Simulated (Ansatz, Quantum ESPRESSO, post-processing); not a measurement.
# Co(0001) under a row of overlayers, part 7 of 7

Which overlayers raise and which lower the work function of Co(0001), and does electronegativity predict it?

Quantum ESPRESSO 7.5; plane-wave DFT, PBE, GBRV ultrasoft pseudopotentials; geometry by Ansatz 0.2.0 with PAW datasets.

So far. Step 11 (Self-consistent run, Al overlayer): The covered face stands at 4.11 eV against 4.97 eV when clean. Step 11 (Self-consistent run, Al overlayer): Inside the slab this potential holds the local part of the pseudopotentials, which can be repulsive at the nuclei; only its value in the vacuum has a meaning of its own.

## Step 12: Projected density of states, Al overlayer

Contents of Al.pdos.in:

```
&projwfc
  prefix = 'Al.esm'
  outdir = './out'
  filpdos = 'Al.pdos'
  Emin = -12.563
  Emax = -0.563
  DeltaE = 0.1
  ngauss = 0
  degauss = 0.01
/
```

On the command line:

```
> OMP_NUM_THREADS=1 mpirun -n 4 projwfc.x -in Al.pdos.in > Al.pdos.out
```

The log of the run:

```text
[banner, memory and clock lines left out]
Program PROJWFC v.7.5 starts

          URL

     ./out/Al.esm.save/

     IMPORTANT: XC functional enforced from input :
     Exchange-correlation= PBE
                           (   1   4   3   4   0   0   0)
     Any further DFT definition will be discarded
     Please, verify this is what you really want

     Check: negative core charge=   -0.000024

     negative rho (up, down):  5.056E-05 4.142E-05

     Gaussian broadening (read from input): ngauss,degauss=   0    0.010000

     Calling projwave ....
     one sub-group per band group will be used

     linear algebra parallelized on   4 procs

  Problem Sizes
  natomwfc =           56
  nx       =           28
  nbnd     =           43
  nkstot   =           38
  npwx     =         1028
  nkb      =           81

     Atomic states used for projection
     (read from pseudopotential files):

     state #   1: atom   1 (Co ), wfc  1 (l=0 m= 1)
     state #   2: atom   1 (Co ), wfc  2 (l=1 m= 1)
     state #   3: atom   1 (Co ), wfc  2 (l=1 m= 2)
     state #   4: atom   1 (Co ), wfc  2 (l=1 m= 3)
     state #   5: atom   1 (Co ), wfc  3 (l=2 m= 1)
     state #   6: atom   1 (Co ), wfc  3 (l=2 m= 2)
     state #   7: atom   1 (Co ), wfc  3 (l=2 m= 3)
     state #   8: atom   1 (Co ), wfc  3 (l=2 m= 4)
     state #   9: atom   1 (Co ), wfc  3 (l=2 m= 5)
     state #  10: atom   1 (Co ), wfc  4 (l=0 m= 1)
     state #  11: atom   1 (Co ), wfc  5 (l=1 m= 1)
     state #  12: atom   1 (Co ), wfc  5 (l=1 m= 2)
     state #  13: atom   1 (Co ), wfc  5 (l=1 m= 3)
     state #  14: atom   2 (Co ), wfc  1 (l=0 m= 1)
     state #  15: atom   2 (Co ), wfc  2 (l=1 m= 1)
     state #  16: atom   2 (Co ), wfc  2 (l=1 m= 2)
     state #  17: atom   2 (Co ), wfc  2 (l=1 m= 3)
     state #  18: atom   2 (Co ), wfc  3 (l=2 m= 1)
     state #  19: atom   2 (Co ), wfc  3 (l=2 m= 2)
     state #  20: atom   2 (Co ), wfc  3 (l=2 m= 3)
     state #  21: atom   2 (Co ), wfc  3 (l=2 m= 4)
     state #  22: atom   2 (Co ), wfc  3 (l=2 m= 5)
     state #  23: atom   2 (Co ), wfc  4 (l=0 m= 1)
     state #  24: atom   2 (Co ), wfc  5 (l=1 m= 1)
     state #  25: atom   2 (Co ), wfc  5 (l=1 m= 2)
     state #  26: atom   2 (Co ), wfc  5 (l=1 m= 3)
     state #  27: atom   3 (Co ), wfc  1 (l=0 m= 1)
     state #  28: atom   3 (Co ), wfc  2 (l=1 m= 1)
     state #  29: atom   3 (Co ), wfc  2 (l=1 m= 2)
     state #  30: atom   3 (Co ), wfc  2 (l=1 m= 3)
     state #  31: atom   3 (Co ), wfc  3 (l=2 m= 1)
     state #  32: atom   3 (Co ), wfc  3 (l=2 m= 2)
     state #  33: atom   3 (Co ), wfc  3 (l=2 m= 3)
     state #  34: atom   3 (Co ), wfc  3 (l=2 m= 4)
     state #  35: atom   3 (Co ), wfc  3 (l=2 m= 5)
     state #  36: atom   3 (Co ), wfc  4 (l=0 m= 1)
     state #  37: atom   3 (Co ), wfc  5 (l=1 m= 1)
     state #  38: atom   3 (Co ), wfc  5 (l=1 m= 2)
     state #  39: atom   3 (Co ), wfc  5 (l=1 m= 3)
     state #  40: atom   4 (Co ), wfc  1 (l=0 m= 1)
     state #  41: atom   4 (Co ), wfc  2 (l=1 m= 1)
     state #  42: atom   4 (Co ), wfc  2 (l=1 m= 2)
     state #  43: atom   4 (Co ), wfc  2 (l=1 m= 3)
     state #  44: atom   4 (Co ), wfc  3 (l=2 m= 1)
     state #  45: atom   4 (Co ), wfc  3 (l=2 m= 2)
     state #  46: atom   4 (Co ), wfc  3 (l=2 m= 3)
     state #  47: atom   4 (Co ), wfc  3 (l=2 m= 4)
     state #  48: atom   4 (Co ), wfc  3 (l=2 m= 5)
     state #  49: atom   4 (Co ), wfc  4 (l=0 m= 1)
     state #  50: atom   4 (Co ), wfc  5 (l=1 m= 1)
     state #  51: atom   4 (Co ), wfc  5 (l=1 m= 2)
     state #  52: atom   4 (Co ), wfc  5 (l=1 m= 3)
     state #  53: atom   5 (Al ), wfc  1 (l=0 m= 1)
     state #  54: atom   5 (Al ), wfc  2 (l=1 m= 1)
     state #  55: atom   5 (Al ), wfc  2 (l=1 m= 2)
     state #  56: atom   5 (Al ), wfc  2 (l=1 m= 3)

[... projections of each state ...]
Lowdin Charges:

     Atom #   1: total charge =  16.9473, s =  2.4245, p =  6.9938, d =  7.5290,
                 spin up      =   9.4008, s =  1.2066,
                 spin up      =   9.4008, p =  3.4509, pz=  1.1125, px=  1.1692, py=  1.1692,
                 spin up      =   9.4008, d =  4.7434, dz2=  0.9589, dxz=  0.9574, dyz=  0.9574, dx2-y2=  0.9348, dxy=  0.9348,
                 spin down    =   7.5465, s =  1.2179,
                 spin down    =   7.5465, p =  3.5429, pz=  1.1465, px=  1.1982, py=  1.1982,
                 spin down    =   7.5465, d =  2.7856, dz2=  0.5002, dxz=  0.5609, dyz=  0.5609, dx2-y2=  0.5818, dxy=  0.5818,
                 polarization =   1.8544, s = -0.0113, p = -0.0921, d =  1.9578,
     Atom #   2: total charge =  17.0049, s =  2.3556, p =  7.1269, d =  7.5224,
                 spin up      =   9.3760, s =  1.1679,
                 spin up      =   9.3760, p =  3.5099, pz=  1.1723, px=  1.1688, py=  1.1688,
                 spin up      =   9.3760, d =  4.6981, dz2=  0.9260, dxz=  0.9482, dyz=  0.9482, dx2-y2=  0.9379, dxy=  0.9379,
                 spin down    =   7.6290, s =  1.1877,
                 spin down    =   7.6290, p =  3.6170, pz=  1.2077, px=  1.2047, py=  1.2047,
                 spin down    =   7.6290, d =  2.8242, dz2=  0.5820, dxz=  0.5557, dyz=  0.5557, dx2-y2=  0.5654, dxy=  0.5654,
                 polarization =   1.7470, s = -0.0198, p = -0.1071, d =  1.8739,
     Atom #   3: total charge =  16.9830, s =  2.3510, p =  7.1176, d =  7.5145,
                 spin up      =   9.3593, s =  1.1680,
                 spin up      =   9.3593, p =  3.5107, pz=  1.1722, px=  1.1693, py=  1.1693,
                 spin up      =   9.3593, d =  4.6805, dz2=  0.9302, dxz=  0.9389, dyz=  0.9389, dx2-y2=  0.9362, dxy=  0.9362,
                 spin down    =   7.6237, s =  1.1829,
                 spin down    =   7.6237, p =  3.6069, pz=  1.2067, px=  1.2001, py=  1.2001,
                 spin down    =   7.6237, d =  2.8339, dz2=  0.5893, dxz=  0.5435, dyz=  0.5435, dx2-y2=  0.5788, dxy=  0.5788,
                 polarization =   1.7356, s = -0.0149, p = -0.0962, d =  1.8466,
     Atom #   4: total charge =  17.2188, s =  2.3748, p =  7.2132, d =  7.6308,
                 spin up      =   9.3532, s =  1.1821,
                 spin up      =   9.3532, p =  3.5751, pz=  1.1916, px=  1.1918, py=  1.1918,
                 spin up      =   9.3532, d =  4.5959, dz2=  0.8927, dxz=  0.9280, dyz=  0.9280, dx2-y2=  0.9236, dxy=  0.9236,
                 spin down    =   7.8657, s =  1.1927,
                 spin down    =   7.8657, p =  3.6380, pz=  1.2043, px=  1.2169, py=  1.2169,
                 spin down    =   7.8657, d =  3.0350, dz2=  0.6516, dxz=  0.6192, dyz=  0.6192, dx2-y2=  0.5725, dxy=  0.5725,
                 polarization =   1.4875, s = -0.0105, p = -0.0629, d =  1.5609,
     Atom #   5: total charge =   2.6860, s =  0.7330, p =  1.9530, d =  0.0000,
                 spin up      =   1.3619, s =  0.3748,
                 spin up      =   1.3619, p =  0.9871, pz=  0.2888, px=  0.3491, py=  0.3491,
                 spin up      =   1.3619, d =  0.0000, dz2=  0.0000, dxz=  0.0000, dyz=  0.0000, dx2-y2=  0.0000, dxy=  0.0000,
                 spin down    =   1.3242, s =  0.3583,
                 spin down    =   1.3242, p =  0.9659, pz=  0.2977, px=  0.3341, py=  0.3341,
                 spin down    =   1.3242, d =  0.0000, dz2=  0.0000, dxz=  0.0000, dyz=  0.0000, dx2-y2=  0.0000, dxy=  0.0000,
                 polarization =   0.0377, s =  0.0165, p =  0.0211, d =  0.0000,
     Spilling Parameter:   0.0023

Note: The following floating-point exceptions are signalling: IEEE_DIVIDE_BY_ZERO IEEE_UNDERFLOW_FLAG
Note: The following floating-point exceptions are signalling: IEEE_DIVIDE_BY_ZERO IEEE_UNDERFLOW_FLAG
Note: The following floating-point exceptions are signalling: IEEE_DIVIDE_BY_ZERO IEEE_UNDERFLOW_FLAG
Note: The following floating-point exceptions are signalling: IEEE_DIVIDE_BY_ZERO IEEE_UNDERFLOW_FLAG
```

Run time: 1.7 s. Hardware: 4 MPI ranks of Arm Neoverse V1, shared host; peak memory 0.1 GiB.

This step gave:

* spilling of the projection: 0.0023

Projected DOS an atom, spin up over height of the atomic layer and energy from the Fermi level. Columns are the atomic layers from the bottom up.

Ten even steps from '_' (0.01 states/eV) to '@' (1.85 states/eV), each cell a mean:
```
....______
______....
__________
......::..
..::::--__
##@@@@%%__
%%**==++__
%%++++++__
@@######__
@@##%%%%__
++==++**..
++++++++__
--==----__
--++++==__
..----..__
__......__
__________
__________
__________
__________
__________
__________
```
Columns: height of the atomic layer (Å) from -4.08 to 4.08; rows upwards: energy from the Fermi level (eV) from -8.00 to 1.20.

Projected DOS an atom, spin dn over height of the atomic layer and energy from the Fermi level. Columns are the atomic layers from the bottom up.

Ten even steps from '_' (0.02 states/eV) to '@' (1.81 states/eV), each cell a mean:
```
%%@@@@++__
**++==++__
**--++**..
++++====__
%%****++__
%%++****__
========__
------++..
==++++**..
::::--==__
::----::__
..::::..__
........__
__________
__________
________..
__________
__________
__________
__________
__________
__________
```
Columns: height of the atomic layer (Å) from -4.08 to 4.08; rows upwards: energy from the Fermi level (eV) from -8.00 to 1.20.

The atomic orbitals miss 0.2 % of the occupied states; for empty states the projections can miss much more.

## Step 13: The series side by side

Against the clean face, with Pauling's electronegativity for orientation:

```tsv
overlayer	electronegativity	height over the top plane (Å)	change of work function (eV)	step from Ansatz's dipole (eV)
Mg	1.31	2.31	-0.82	-0.75
Al	1.61	2.11	-0.86	-0.83
```

All levels:

```tsv
level	covered face (eV)	bare face (eV)	Ansatz, covered face (eV)	dipole by Ansatz (e Å)	CPU time (s)
clean	4.966	5.013	4.925	0.001902	306.1
Li	-	-	4.129	0.02574	414.2
Mg	4.151	4.993	4.153	0.02439	1245
Al	4.111	5.016	4.102	0.02685	494.8
```

## Step 14: A check by hand

Under Al the faces differ by -0.91 eV. By the Helmholtz relation p = −Δφ A/180.95 = +0.0273 e Å a cell, or +0.13 D; Ansatz's dipole is +0.0268 e Å.

## Step 15: Results

```
work function of the clean face : 4.97 eV
change under Mg                 : -0.82 eV
change under Al                 : -0.86 eV
```

**Reading.** On a clean face of 4.97 eV the changes run from -0.86 eV (Al) to -0.82 eV (Mg) (PBE, GBRV ultrasoft). Of 4 overlayers planned, 2 are shown; the others were not run or did not converge. The bare face moves by 0.02 eV over the row; it should not move at all, so the changes above are uncertain by about as much. Full 1×1 monolayers on one site are model structures; at this coverage neighbours depolarise each other, and real layers may take other sites or reconstruct. The upper layers were relaxed under PBE at the tabulated lattice constant.

Computed beside measured:

| quantity | measured | PBE, GBRV ultrasoft, clean |
| --- | --- | --- |
| work function, loosely compared (polycrystalline sample, no single face) (eV) | 5 | 4.97 (-0.03 eV) |

Measured values from arxiv:1902.07811 (2019).

How well it matches: The work function, set beside that of the polycrystal, is off by -0.03 eV. A polycrystal averages over faces, so this is a loose comparison.

[Logs are printed without paths, hosts, clocks, repeated set-up lines and the standing remarks that a program may print on its own settings, such as how far it seeks lower states.]

[Hosts, paths, dates, database ids (printed as entryN), source tags and the programs' standing remarks are cut or masked in the printed files.]

[Maps of the electrostatic potential energy from Ansatz leave out the sawtooth potential of an applied field or a dipole correction, so their vacuum need not be flat; planar profiles and work functions include it.]
